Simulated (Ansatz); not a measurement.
## InAs wire along [111], 26 atoms a period, H-terminated: bands by functional

What gap, if any, does the InAs wire along [111], 26 atoms a period, H-terminated have, and how does it change with the functional?

Program: Ansatz 0.2.0. Level of theory: DFT PBE, plane waves, PAW; relaxation of a wire's period; PAW set soft_1, in the first sound run; inputs show where later runs differ. Results are calculated unless marked as measured.

Most raw output is cut from this account.

## Step 1: Set-up

The cell holds 56 atoms: 13 In, 13 As and 30 H. Its edges and angles: a = 18.461 Å, b = 17.521 Å, c = 10.721 Å, α = 90.0°, β = 90.0°, γ = 90.0°. Vacuum lies along a and b. The structure's axis is c.

## Step 2: Relaxing the period

Band widths follow the bond lengths, so the wire is relaxed first. The atoms and the third cell vector are free; the box across stays fixed as vacuum. A Fermi-Dirac smearing is set since the result may be a metal. The pressure printed is a third of the stress's trace over the whole box, vacuum included; only the stress along the axis is relaxed.

input.yaml reads:

```yaml
crystal:
  lattice:
    - [18.461, 0.0, 0.0]
    - [0.0, 17.521, 0.0]
    - [0.0, 0.0, 10.7213944989]
  atoms:
    - { symbol: In, position: [0.381445176, 0.434065237, 0.0] }
    - { symbol: In, position: [0.618539103, 0.434065237, 0.0] }
    - { symbol: As, position: [0.381445176, 0.434065237, 0.25] }
    - { symbol: As, position: [0.49999214, 0.650410501, 0.25] }
    - { symbol: As, position: [0.618539103, 0.434065237, 0.25] }
    - { symbol: H, position: [0.302719002, 0.626186518, 0.277992274] }
    - { symbol: H, position: [0.49999214, 0.266167939, 0.277992274] }
    - { symbol: H, position: [0.697265278, 0.626186518, 0.277992274] }
[... 44 atom lines left out ...]
    - { symbol: H, position: [0.687092794, 0.248132132, 0.964856915] }
    - { symbol: H, position: [0.737086066, 0.589586181, 0.964856915] }
    - { symbol: H, position: [0.805639758, 0.464477396, 0.964856915] }
    - { symbol: In, position: [0.49999214, 0.650410501, 0.0] }
kpoints:
  mp_grid: { grid: [1, 1, 8] }
scf:
  occupations: { method: fermi_dirac, width: 0.05 }
hamiltonian:
  xc: pbe
  pseudopotentials: { kind: paw, azcp: { folder: soft_1 } }
relax:
  cell: { fix: [a, b, alpha, beta, gamma] }
  max_steps: 45
  f_tol: 0.03
```

Started as:

```sh
$ ansatz run input.yaml --threads 4 --pin off --max-ram 16384MiB --backend cpu --events-out ev --progress --plain --runs-dir out
```

Elapsed: 17 min, on 4 threads of Arm Neoverse V2, shared host; peak memory 11 GiB; 69 min of CPU time.

Relaxation path:

```csv
step,energy less that of the first step (eV),largest force component (eV/Å),pressure (GPa),volume (Å³)
1,0.0000,1.2506,-0.09,3467.89
2,-2.6867,0.4718,0.05,3471.72
3,-3.5556,0.2053,-0.02,3467.73
4,-3.8276,0.1931,-0.06,3460.17
5,-3.9766,0.0854,-0.03,3439.27
6,-3.9940,0.1215,0.00,3446.57
7,-4.0231,0.0212,0.01,3441.32
8*,-4.0203,0.0213,0.01,3441.32
```

Relaxation steps marked * repeat the geometry before them on a plane-wave basis chosen anew for their cell, so energy and pressure can jump there.

The run keeps the 2 symmetry operations that it works with, so distortions that break them were not tested.

```csv
cell as run,before,after,change
c (Å),10.721,10.639,-0.8 %
```

The atoms that moved most (Å, along periodic axes as changes of fractional coordinates times the final cell, across vacuum about the mean position):

```csv
atom,dx,dy,dz,length
H29,0.001,0.716,0.285,0.770
H18,-0.001,0.716,0.285,0.770
H21,-0.619,-0.358,0.284,0.769
H26,0.619,-0.358,0.284,0.769
H22,0.615,-0.359,0.285,0.767
H25,-0.615,-0.359,0.285,0.767
H28,0.483,0.290,-0.152,0.584
H19,-0.483,0.290,-0.152,0.584
```

This step gave:

```
cell length along the wire : 10.64 Å
```

The cell's length comes to 10.639 Å with spin left out.

## Step 3: The wire at its relaxed period

This step: DFT PBE, plane waves, PAW; bands of a perfect wire; PAW set soft_1 (Ansatz 0.2.0).

At the relaxed period the bands are computed along the axis; those that cross an energy going forward count the channels that a perfect wire would open there.

input.yaml reads:

```yaml
crystal:
  lattice:
    - [18.461, 0.0, 0.0]
    - [0.0, 17.521, 0.0]
    - [0.0, 0.0, 10.6392491079]
  atoms:
    - { symbol: In, position: [0.38498783, 0.436302332, 0.009485014] }
    - { symbol: In, position: [0.61501217, 0.436302332, 0.009485014] }
    - { symbol: As, position: [0.391414519, 0.44008628, 0.258217342] }
    - { symbol: As, position: [0.5, 0.638247277, 0.258201245] }
    - { symbol: As, position: [0.608585481, 0.44008628, 0.258217342] }
    - { symbol: H, position: [0.299905156, 0.627802694, 0.269613139] }
    - { symbol: H, position: [0.5, 0.262601789, 0.269699908] }
    - { symbol: H, position: [0.700094844, 0.627802694, 0.269613139] }
[... 44 atom lines left out ...]
    - { symbol: H, position: [0.687104453, 0.261245832, 0.965525048] }
    - { symbol: H, position: [0.742272606, 0.573493319, 0.976858282] }
    - { symbol: H, position: [0.794820391, 0.458008205, 0.96561412] }
    - { symbol: In, position: [0.5, 0.646216558, 0.009448049] }
kpoints:
  mp_grid: { grid: [1, 1, 8] }
  band_path: { path: ["Γ", Z], npoints: 90 }
scf:
  occupations: { method: fermi_dirac, width: 0.05 }
hamiltonian:
  xc: pbe
  pseudopotentials: { kind: paw, azcp: { folder: soft_1 } }
output:
  dos: { e_range: [-5, 4] }
  write_potential: true
  write_density: true
  volumetric_format: npy
```

Run time: 50 min. Hardware: 4 threads; peak memory 12 GiB; 3.3 h of CPU time.

This step gave:

```
band gap : 2.114 eV
```

The electronic bands at the labelled points (eV, zero at the Fermi level; v1 is the highest filled band, c1 the lowest empty one):

```csv
point,v4,v3,v2,v1,c1,c2,c3,c4
Γ,-1.38,-1.38,-1.36,-1.05,1.06,1.45,1.84,1.84
halfway,-1.38,-1.38,-1.35,-1.29,1.20,1.51,1.60,1.60
Z,-1.49,-1.38,-1.38,-1.33,1.37,1.43,1.43,1.57
```

The gap is 2.11 eV, with spin left out.

On this path the gap is direct, 2.11 eV, with the valence top at Γ and the conduction bottom at Γ.

## Step 4: Another level of theory, cutoff 500 eV, k-mesh 1×1×6

This step: DFT r2SCAN, plane waves, PAW; bands of a perfect wire at the PBE geometry; PAW set soft_1 (Ansatz 0.2.0).

The atoms stay at the PBE geometry and the functional changes. r2SCAN also reads the kinetic-energy density; it often gives larger moments and wider gaps than PBE, at a higher cost. Against the first PBE run of this kind, the cutoff is 500 eV against 420 and the mesh along the wire has 6 points against 8.

input.yaml: that of step 3 with these lines changed.

```diff
@@ -63,3 +63,3 @@
 kpoints:
-  mp_grid: { grid: [1, 1, 8] }
+  mp_grid: { grid: [1, 1, 6] }
   band_path: { path: ["Γ", Z], npoints: 90 }
@@ -68,8 +68,3 @@
 hamiltonian:
-  xc: pbe
+  xc: r2scan
   pseudopotentials: { kind: paw, azcp: { folder: soft_1 } }
-output:
-  dos: { e_range: [-5, 4] }
-  write_potential: true
-  write_density: true
-  volumetric_format: npy
```

It took 67 min on 4 threads; peak memory 13 GiB.

This step gave:

```
band gap : 2.497 eV
```

Electronic bands along the path, in eV, zero at the Fermi level; v1 is the highest filled band, c1 the lowest empty one:

```csv
point,v4,v3,v2,v1,c1,c2,c3,c4
Γ,-1.58,-1.58,-1.56,-1.24,1.25,1.63,2.00,2.00
halfway,-1.57,-1.57,-1.55,-1.48,1.39,1.69,1.77,1.77
Z,-1.70,-1.58,-1.58,-1.54,1.55,1.59,1.60,1.75
```

The gap is 2.50 eV, against 2.11 eV under PBE at the relaxed period.

## Step 5: Summary of results

```yaml
cell_length_pbe: 10.64 Å
gap_pbe: 2.11 eV
gap_r2scan: 2.50 eV
```

Under PBE the cell's length is 10.64 Å, and a gap of 2.11 eV makes it a semiconductor. At the relaxed period the wire is gapped under every functional, from 2.11 eV (PBE) to 2.50 eV (r2SCAN). Weak screening in one dimension makes quasiparticle gaps larger than the semilocal gaps, as a rule. Plain hydrogen on a compound's surface is a simple closure: it may leave surface states, and facets that end in unlike atoms put a field across the wire, both of which shrink the gap.

[Logs are printed without paths, hosts, clocks, repeated set-up lines and the standing remarks that a program may print on its own settings, such as how far it seeks lower states.]

[Hosts, paths, dates, database ids (printed as entryN), source tags and the programs' standing remarks are cut or masked in the printed files.]
